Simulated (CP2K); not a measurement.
The N K edge of quinoline was computed by TDDFT (CP2K XAS_TDP, aug-cc-pVDZ, TDA) at these levels: PBE0, PBEh(45%) and PBEh(45%) + GW2X. The first three lines of N5 (bonded to 2 C) with a strength over 0.0015, energy in eV and strength:

```csv
run,first,second,third
1,399.17 (0.047),403.33 (0.003),405.06 (0.003)
2,387.81 (0.034),390.41 (0.005),392.22 (0.004)
3,394.58 (0.048),398.73 (0.003),400.46 (0.003)
```

Q: Which run is which?

Run 1: PBEh(45%) + GW2X (45 % exact exchange). Run 2: PBE0 (25 % exact exchange). Run 3: PBEh(45%) (45 % exact exchange). Self-interaction lifts the core level, so the uncorrected lines rise with the share of exact exchange. The GW2X run keeps the spacings of its parent: 4.16 eV between the first two lines in run 1, 4.15 eV in run 3. Its shift is +4.59 eV, since the Kohn–Sham level at this share of exchange lies that far above the quasiparticle level.

[Banner, clock and machine lines of the logs are left out without a mark of their own.]

[Logs are printed without paths, hosts, clocks, repeated set-up lines and the standing remarks that a program may print on its own settings, such as how far it seeks lower states.]

[Hosts, paths, dates, database ids (printed as entryN), source tags and the programs' standing remarks are cut or masked in the printed files.]
